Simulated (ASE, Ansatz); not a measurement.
# LiBH8C4O3F4 (P2_12_12_1) (252 atoms): geometry optimisation, part 2 of 2

Aim: bring LiBH8C4O3F4 (P2_12_12_1) (252 atoms) to a nearby minimum of the energy and see what moves.

Ansatz 0.2.0; Kohn-Sham DFT, PBE+D3(BJ), PAW (set soft_2), plane waves.

The cell: 12 Li, 12 B, 96 H, 48 C, 36 O and 48 F. Only the Γ point is sampled, in a cell whose shortest periodic width is 12 Å.

So far. Step 3 (Relaxation): The relaxation changed the energy by -9.09 meV/atom, and atoms moved by 0.13 Å r.m.s., 0.29 Å at most.

## Step 4: Structure statistics after relaxation

Bonds before and after, by the cutoffs listed below:

```
pair  bonds before  bonds after  mean before (Å)  mean after (Å)  spread before (Å)  spread after (Å)
 H-C            96           96            1.089           1.097              0.015             0.005
 C-C            12           12            1.503           1.505              0.014             0.000
 C-O            60           60            1.362           1.370              0.089             0.083
 F-B            48           48            1.391           1.413              0.017             0.012
F-Li            36           36            1.935           1.949              0.021             0.016
O-Li            24           24            2.086           2.097              0.025             0.027
```

Density 1.62 g/cm³, 9.653 Å³ an atom.

g(r), total and by pair (bins of 0.2 Å):

```
r (Å)  total   H-H    H-C   H-F   H-O   H-B  H-Li
 1.00   1.90  0.00  13.10  0.00  0.00  0.00  0.00
 1.20   0.82  0.00   3.98  0.00  0.00  0.00  0.00
 1.40   1.48  0.00   0.00  0.00  0.00  0.00  0.00
 1.60   0.16  0.00   0.00  0.00  0.00  0.00  0.00
 1.80   0.80  5.51   0.00  0.00  0.00  0.00  0.00
 2.00   1.06  0.00   0.00  0.00  6.30  0.00  0.00
 2.20   0.31  0.00   1.11  0.00  0.00  0.00  0.00
 2.40   1.22  2.08   0.00  0.84  0.55  0.00  0.00
 2.60   0.77  0.38   1.84  1.14  2.07  0.00  0.00
 2.80   0.91  1.30   0.32  2.11  0.86  0.00  1.26
 3.00   0.83  0.85   0.81  0.42  1.83  3.46  0.00
 3.20   0.96  0.74   2.19  0.25  0.96  0.00  0.97
 3.40   0.85  0.65   1.30  0.45  0.87  0.00  1.70
 3.60   1.00  0.58   0.40  1.47  0.78  2.37  0.74
 3.80   1.06  1.03   0.71  1.48  0.94  1.38  2.07
 4.00   1.28  1.11   2.21  1.10  1.06  0.00  1.25
 4.20   1.29  1.44   1.30  1.28  0.39  3.45  2.88
 4.40   0.96  0.78   0.79  0.78  0.52  0.53  1.57
 4.60   1.05  1.68   0.85  0.60  1.73  1.39  0.98
 4.80   1.12  0.33   0.87  2.37  1.62  0.90  0.42
 5.00   0.90  0.61   0.82  0.73  1.26  0.43  0.39
 5.20   1.24  1.40   0.92  0.93  1.20  0.71  0.74
 5.40   0.93  0.78   1.12  1.12  0.68  0.35  0.70
 5.60   0.65  0.65   0.64  0.56  0.66  0.95  0.65
 5.80   0.91  1.20   0.52  1.04  0.59  1.79  1.62
 6.00   0.86  0.45   0.77  0.99  0.94  1.43  0.45
 6.20   1.00  1.35   1.65  0.97  0.48  0.78  1.31
 6.40   1.06  1.48   0.74  1.32  1.10  0.49  0.74
```

Bonds by pair of elements; cutoffs follow the first minimum of g(r), held within bounds set by covalent radii, and pairs that aren't listed don't count as bonded:

```
pair A-B  cutoff (Å)  bonds  mean length (Å)  spread (Å)  shortest (Å)  B about A  A about B
     H-C        1.34     96             1.10       0.005          1.09          1          2
     C-C        1.85     12             1.50           0          1.50        0.5        0.5
     C-O        1.73     60             1.37       0.083          1.23       1.25       1.67
     F-B        1.72     48             1.41       0.012          1.40          1          4
    F-Li        2.38     36             1.95       0.016          1.93       0.75          3
    O-Li        2.52     24             2.10       0.027          2.07      0.667          2
```

How many atoms have how many bonded neighbours:

```
element  mean   1   2   3   4   5
      B     4   0   0   0  12   0
      C  3.75   0   0  12  36   0
      F  1.75  12  36   0   0   0
      H     1  96   0   0   0   0
     Li     5   0   0   0   0  12
      O  2.33   0  24  12   0   0
```

Bond angles, per cent of each kind in bins of 5°:

```
angle (°)  H-C-O  H-C-H  F-Li-O  F-B-F  C-C-O
    85–90    0.0    0.0    33.3    0.0    0.0
    90–95    0.0    0.0     0.0    0.0    0.0
   95–100    0.0    0.0     0.0    0.0    0.0
  100–105    0.0    0.0    33.3    0.0    0.0
  105–110   50.0   57.1     0.0   66.7   33.3
  110–115   50.0   42.9     0.0   33.3   33.3
  115–120    0.0    0.0     0.0    0.0    0.0
  120–125    0.0    0.0     0.0    0.0   33.3
  125–130    0.0    0.0     0.0    0.0    0.0
  130–135    0.0    0.0     0.0    0.0    0.0
  135–140    0.0    0.0     0.0    0.0    0.0
  140–145    0.0    0.0     0.0    0.0    0.0
  145–150    0.0    0.0    16.7    0.0    0.0
  150–155    0.0    0.0    16.7    0.0    0.0
```

Bond angles (no mean is given where the spread exceeds 20°):

```
 angle  count  mean (°)  spread (°)
 H-C-O     96       109           2
 H-C-H     84       110         1.1
F-Li-O     72         -           -
 F-B-F     72       110         0.8
 C-C-O     36       114         6.7
```

Bond length by coordination (bonds to H left out):

```
element  coordination  atoms  mean bond length (Å)
      C             3     12                  1.35
      C             4     36                  1.45
      F             1     12                  1.40
      F             2     36                  1.68
      O             2     24                  1.53
      O             3     12                  1.64
```

By these cutoffs all B atoms have 4, 75 % of C atoms have 4, 75 % of F atoms have 2 and all H atoms have 1 bonded neighbour. The H-C-O angle averages 109° with a spread of 2°.

## Step 5: Single point at the relaxed geometry

One more single point at the end of the walk gives the fuller output and checks the residual forces.

Contents of input.yaml:

```yaml
crystal:
  lattice:
    - [15.519, 0.0, 0.0]
    - [0.0, 11.741, 0.0]
    - [0.0, 0.0, 13.35]
  atoms:
    - { symbol: Li, position: [0.31772, 0.91387, 0.95998] }
    - { symbol: Li, position: [0.18227, 0.08617, 0.46004] }
    - { symbol: Li, position: [0.01559, 0.41378, 0.53977] }
    - { symbol: Li, position: [0.15109, 0.58618, 0.03993] }
    - { symbol: B, position: [0.15626, 0.86759, 0.08774] }
    - { symbol: B, position: [0.01037, 0.13244, 0.58763] }
    - { symbol: B, position: [0.1771, 0.36755, 0.41221] }
    - { symbol: B, position: [0.3229, 0.63246, 0.91216] }
    - { symbol: H, position: [0.0556, 0.2847, 0.90689] }
    - { symbol: H, position: [0.11105, 0.71523, 0.40673] }
    - { symbol: H, position: [0.27758, 0.78472, 0.5933] }
    - { symbol: H, position: [0.22229, 0.21532, 0.09309] }
    - { symbol: H, position: [0.29812, 0.34396, 0.97353] }
    - { symbol: H, position: [0.20187, 0.65629, 0.47357] }
    - { symbol: H, position: [0.03513, 0.84355, 0.52622] }
    - { symbol: H, position: [0.13148, 0.15599, 0.02656] }
    - { symbol: H, position: [0.32372, 0.39417, 0.85052] }
    - { symbol: H, position: [0.17638, 0.60573, 0.35062] }
    - { symbol: H, position: [0.00976, 0.89429, 0.64911] }
    - { symbol: H, position: [0.15717, 0.10588, 0.14957] }
    - { symbol: H, position: [0.14725, 0.06971, 0.85831] }
    - { symbol: H, position: [0.01922, 0.93059, 0.3584] }
    - { symbol: H, position: [0.18592, 0.56952, 0.6416] }
    - { symbol: H, position: [0.31408, 0.43034, 0.14166] }
    - { symbol: H, position: [0.20774, 0.07842, 0.74516] }
    - { symbol: H, position: [0.29222, 0.92165, 0.24511] }
    - { symbol: H, position: [0.12547, 0.57835, 0.75478] }
    - { symbol: H, position: [0.04116, 0.42165, 0.2548] }
    - { symbol: H, position: [0.1771, 0.88892, 0.70688] }
    - { symbol: H, position: [0.3228, 0.11122, 0.20689] }
    - { symbol: H, position: [0.15601, 0.38878, 0.79307] }
    - { symbol: H, position: [0.01056, 0.61117, 0.29307] }
    [... 214 atom lines left out ...]
    - { symbol: F, position: [0.89839, 0.41507, 0.48626] }
    - { symbol: F, position: [0.93489, 0.5849, 0.98633] }
    - { symbol: F, position: [0.79317, 0.89629, 0.18301] }
    - { symbol: F, position: [0.70678, 0.10374, 0.68304] }
    - { symbol: F, position: [0.87337, 0.3963, 0.31684] }
    - { symbol: F, position: [0.95991, 0.60373, 0.81692] }
kpoints:
  mp_grid: { grid: [1, 1, 1] }
hamiltonian:
  xc: pbe
  dispersion: d3bj
scf:
  occupations: { method: fermi_dirac, width: 0.05 }
output:
  forces: true
  stress: true
  populations: true
  dos:
    method: { smearing: { sigma: 0.15 } }
    de: 0.1
    projected: { site_lists: { B: [B], C: [C], F: [F], H: [H], Li: [Li] } }
  eigenvalues: true
  write_density: true
  write_potential: true
  volumetric_format: npy
  elf: true
```

The run is started by

```console
$ ansatz run input.yaml --threads 4 --pin off --max-ram 8192MiB --backend cpu --events-out ev --progress --plain --runs-dir out
```

Numbers of over 12 decimals in the logs are rounded to 6 here.

The program printed:

```text
[...]
Crystal: 252 atoms, lattice volume = 2432.485 Å³
Basis set: ecut = 420 eV, 47605 PW (Γ), exchange–correlation on 216×160×180 points (8 copies of the dense FFT grid, shifted against one another)
Bands: 708, of which v1, the nominal top of the filled ones, is band 456 counted from 1 (455 counted from 0)
Symmetry: 1 space group operations
[...]
k-points: 1
[...]
SCF iter   1: F=—  HF=-77212.963432 eV  |F-HF|=—  |Δ(HF+E_count)|=         —  Δρ=5.18e-3  dr2=6.54e-1  ethr=1.77e-3  ⟨swp⟩=5.0  Hψ=2854  notcnv=0  defer=197
[...]
SCF iter   9: F=-77212.763695 eV  HF=-77212.763695 eV  |F-HF|=1.34e-7  |Δ(HF+E_count)|=   4.88e-7  Δρ=2.48e-6  dr2=9.20e-8  ethr=1.10e-11  ⟨swp⟩=19.0  Hψ=6610  notcnv=0
SCF 1 converged in 9 iterations: F = -77212.763695 eV  dr2 = 9.20e-8
[...]
SCF converged after 9 iterations
Free energy (F): -77212.763695 eV
[...]
Internal energy: -77212.763695 eV  (E = F + TS)
E sigma→0 (E₀):  -77212.763695 eV
Fermi energy:    2.349933 eV
[...]
--- Forces (eV/Å), atoms counted from 1 ---
  atom   1  Li     0.00054724    -0.00053559    -0.00065123
  atom   2  Li    -0.00100356    -0.00107991    -0.00027992
  atom   3  Li    -0.00141671     0.00214886     0.00184199
  atom   4  Li     0.00040708     0.00027114    -0.00060215
  atom   5  B      0.00496309    -0.00376122     0.00083776
  atom   6  B     -0.00417690    -0.00486806     0.00606333
  atom   7  B     -0.00102616     0.00588045    -0.00165875
  atom   8  B      0.00474620    -0.00014558    -0.00166221
  atom   9  H     -0.00261333     0.00059736    -0.00069146
  atom  10  H      0.01533307    -0.00372548    -0.00235459
  atom  11  H      0.00934883     0.00095047     0.00127935
  atom  12  H     -0.00541819    -0.00130370    -0.00025601
  atom  13  H      0.00007935     0.00013550    -0.00338021
  atom  14  H     -0.00443790     0.00238040    -0.01441291
[...]
atom 251  F     -0.00181304    -0.00054102     0.00821347
  atom 252  F      0.00048546     0.00052066     0.00362373
  max |Σ_I F_I| component: 3.43e-5 eV/Å
--- Stress (GPa, compression-positive) ---
        0.130511       0.000510       0.000208
        0.000510       0.225083       0.001169
        0.000208       0.001169       0.169958
  P = ⅓ Tr σ = 0.1752 GPa (1.752 kbar)
--- Band table (eV) ---
[...]
--- Löwdin populations: 252 sites ---
  site symbol       q [e]
     0     Li      2.2185
     1     Li      2.2184
     2     Li      2.2184
[...]
251      F      7.3639
  spilling = 0.010057 (of n_electrons = 912.000000)
```

Run time: 88 s. Hardware: 4 threads of Arm Neoverse V2, shared host; peak memory 4.2 GiB.

Read from the output:

| Quantity | Value |
| --- | --- |
| free energy | -77212.7637 eV |
| free energy per atom | -306.3999 eV/atom |
| SCF cycles | 9 |
| pressure | 0.1752 GPa |
| r.m.s. force component | 0.00393 eV/Å |
| longest force | 0.03429 eV/Å |
| Fermi energy | 2.35 eV |
| gap (highest filled to lowest empty level) | 4.824 eV |
| spilling of the projection | 0.01006 |

Löwdin charges by element and coordination (they lack the spilled electrons, 0.036 e an atom on average):

```
element  coordination  atoms  mean charge (e)  spread   least     most
      B           all     12            0.873       0   0.873    0.873
      C           all     48           0.0092   0.333  -0.229    0.578
      C             3     12            0.578       0   0.578    0.578
      C             4     36           -0.180   0.062  -0.229  -0.0927
      F           all     48           -0.376  0.0079  -0.386   -0.364
      F             1     12           -0.364       0  -0.364   -0.364
      F             2     36           -0.380  0.0047  -0.386   -0.374
      H           all     96            0.200  0.0154   0.177    0.223
     Li           all     12            0.782       0   0.781    0.782
      O           all     36           -0.340  0.0782  -0.431   -0.240
      O             2     24           -0.335  0.0953  -0.431   -0.240
      O             3     12            -0.35       0  -0.350   -0.350
```

Density of states as counts of states in windows of 1 eV (from the Fermi level), total and the larger projections:

```
from (eV)  to (eV)  total   F p   C p   H s
      -10       -9   36.0   9.8  11.3   2.7
       -9       -8  120.7  55.1  21.2   5.9
       -8       -7   58.2   3.5  20.7   8.8
       -7       -6   69.4  31.1  19.1   9.1
       -6       -5  137.4  84.4  24.4  12.0
       -5       -4  120.6  72.0  13.0   9.0
       -4       -3   45.9   0.5   4.9   2.9
       -3       -2   24.4   0.2   2.0   4.8
       -2        2    0.0   0.0   0.0   0.0
        2        3   23.9   0.0  12.4   2.1
        3        4    3.6   0.0   0.5   0.8
        4        5   39.1   0.3  11.2   6.7
```

Between -26 and -10 eV lie 251 more states.

About 48 of the 912 electrons lie in deeper levels, below the stored range.

Not all projections were asked for or kept, so they needn't add up to the total.

The levels nearest the highest filled one (over half full), pooled over k-points and spins:

```
level less the highest filled one (eV)  occupation
                               -0.0246           2
                               -0.0245           2
                               -0.0179           2
                               -0.0178           2
                               -1.0e-4           2
                                     0           2
                                  4.82           0
                                  4.82           0
                                  4.86           0
                                  4.86           0
                                  4.91           0
                                  4.91           0
```

Electrostatic potential energy in the bc plane at fractional x = 0.007, with atoms of Li and B and H and C and O and F within 0.2 Å of it. With pseudopotentials it is smooth inside the atoms' cores, unlike the true potential.

Ten even steps from '0' (-39 eV) to '9' (7 eV), each cell a mean:
```
9942389999878999999976687558985347
9820069997213899999840044004987568
9975689986102679999852257458999999
9999999998777459999977889999999999
9999999999999899999987999999999999
9999999999999999999999999999999999
9997699999999999999999999999999999
9984379999999999999998899989885699
9986336877999999999876688863133499
9982003300498867898311688850007899
9985226511597423798201699986458999
9998889999998645899878999999879999
9999999999999989999999999999999999
9999999999999999999999999999999999
9999999999999999999999999999999658
8998778999999999999999999999998537
9985004899999999999941799999999888
9996226899999988999963479999999999
9996379999999977788840027899999999
9998799999999852588873368999999999
9999999999999864789999999999999999
9999999999999999999999999999999999
9999999999999999999999999999999999
9999999999999999999999999999998789
```
Columns run along b (11.7 Å; values clipped at the 3rd and 97th percentile), rows up along c (13.3 Å). Atoms in or near the plane, at fractional coordinates: Li at (0.41, 0.54), B at (0.13, 0.59), H at (0.89, 0.65), H at (0.93, 0.36), H at (0.61, 0.29), C at (0.82, 0.60), C at (0.64, 0.21), O at (0.59, 0.56), F at (0.25, 0.58), O at (0.09, 0.94).

ELF in the bc plane at fractional x = 0.007, with atoms of Li and B and H and C and O and F within 0.2 Å of it. It is the smooth field of the valence electrons, not physical close to the nuclei.

Values in units of 1e-1, 13 rows by 16 columns, each cell a mean:
```
6.6 7.5 7.4 1.8 5.0 6.8 4.8 0.4 0.7 2.6 2.3 6.0 7.5 3.6 4.1 2.2
3.1 5.8 4.5 1.4 4.5 6.1 9.0 4.3 0.7 3.2 3.0 4.2 6.5 2.9 0.3 0.4
0.1 0.6 0.7 0.8 0.8 2.7 5.7 1.8 1.7 5.9 5.1 0.9 0.3 0.1 0.4 0.6
2.4 6.7 6.0 1.2 0.1 0.1 0.8 1.5 0.2 0.7 0.8 1.5 1.3 1.7 4.6 1.2
1.4 5.1 4.7 3.3 5.4 2.2 1.1 1.6 1.7 5.1 4.7 2.9 4.3 6.1 9.7 5.0
0.7 2.4 2.1 6.7 7.5 4.2 4.7 2.6 6.8 7.0 6.8 1.5 4.6 6.5 6.2 0.9
1.5 3.5 1.9 1.6 3.2 0.8 1.8 1.0 2.2 5.3 4.4 0.7 2.4 6.5 4.1 0.2
0.6 0.4 0.6 0.4 0.1 0.3 0.9 0.6 0.1 0.1 0.1 0.1 0.1 0.4 4.6 5.7
1.9 3.6 6.8 5.6 2.7 0.2 0.9 0.9 1.2 8.3 7.2 1.1 0.2 1.1 7.5 8.8
1.0 6.6 6.4 4.5 2.2 1.0 7.1 7.2 1.3 7.5 7.2 5.3 2.8 0.6 4.8 5.3
1.4 8.9 7.5 1.3 0.7 0.8 6.2 7.5 2.6 4.1 5.2 7.3 5.2 0.4 0.9 1.0
0.0 0.7 0.4 0.4 0.9 0.6 5.1 6.4 1.2 1.3 0.9 0.8 0.3 0.0 0.1 0.1
1.2 3.8 3.1 0.4 1.1 3.5 1.9 0.1 0.4 1.1 0.6 0.9 1.9 0.4 0.7 0.4
```
Columns run along b (11.7 Å), rows up along c (13.3 Å). Atoms in or near the plane, at fractional coordinates: Li at (0.41, 0.54), B at (0.13, 0.59), H at (0.89, 0.65), H at (0.93, 0.36), H at (0.61, 0.29), C at (0.82, 0.60), C at (0.64, 0.21), O at (0.59, 0.56), F at (0.25, 0.58), O at (0.09, 0.94).

Mean Löwdin charges: B +0.87, C +0.01, F -0.38, H +0.20, Li +0.78, O -0.34 e (they miss 1.0 % of the electrons, so they add up to more than the cell's charge).

A closer look about C48, whose charge lies farthest from its element's mean: 8 atoms, nearest first, numbered in the order of the input, with positions taken from that point.

```
atom      x      y      z  distance (Å)  bonds  Löwdin charge (e)
 C48   0.00   0.00   0.00          0.00      3               0.58
 O64   0.84   0.44  -0.77          1.23      2              -0.43
 O60  -0.16  -1.28   0.31          1.33      2              -0.24
 C52  -1.01   0.87   0.70          1.50      4              -0.09
H192  -2.01   0.70   0.25          2.14      1               0.20
 H28  -1.07   0.60   1.76          2.15      1               0.21
 O68  -0.59   2.21   0.53          2.35      3              -0.35
 C44   0.74  -2.24  -0.30          2.38      4              -0.23
```

The column of bonds counts only the pairs H-C within 1.34 Å, C-C within 1.85 Å, C-O within 1.73 Å, F-B within 1.72 Å, F-Li within 2.38 Å, O-Li within 2.52 Å; other neighbours, such as metal atoms beside each other in a compound, aren't counted, and periodic images can show an atom twice.

## Step 6: Results

| Quantity | Value |
| --- | --- |
| energy change in the relaxation | -9.092 meV/atom |
| r.m.s. displacement | 0.132 Å |
| largest displacement | 0.286 Å |
| free energy per atom | -306.3999 eV/atom |
| density | 1.621 g/cm³ |
| pressure | 0.1752 GPa |
| r.m.s. force component | 0.00393 eV/Å |
| gap (highest filled to lowest empty level) | 4.824 eV |
| wall time of the 3 DFT runs | 8.5 min |

In words: Relaxation lowers the energy by 9.09 meV/atom and moves atoms by 0.13 Å r.m.s.; the r.m.s. force component goes from 0.52 to 0.0039 eV/Å, the pressure goes from 3.2 to 0.18 GPa, and the gap from 4.86 to 4.82 eV. By the final cutoffs no bond was broken or made. From the first step to the last the energy fell by 2.291 eV, and the largest move was 0.29 Å (H206). The F-B bonds change most in mean length: from 1.391 Å (spread 0.017) to 1.413 Å (spread 0.012). With the cutoffs above, all B atoms have 4, 75 % of C atoms have 4, 75 % of F atoms have 2 and all H atoms have 1 bonded neighbour. Between filled and empty levels lie 4.82 eV at Γ alone; the mesh holds the band edges only if they fold onto it, so the gap at this level can be narrower or closed, while semilocal functionals tend to narrow gaps against experiment.

[Logs are printed without paths, hosts, clocks, repeated set-up lines and the standing remarks that a program may print on its own settings, such as how far it seeks lower states.]

[Hosts, paths, dates, database ids (printed as entryN), source tags and the programs' standing remarks are cut or masked in the printed files.]
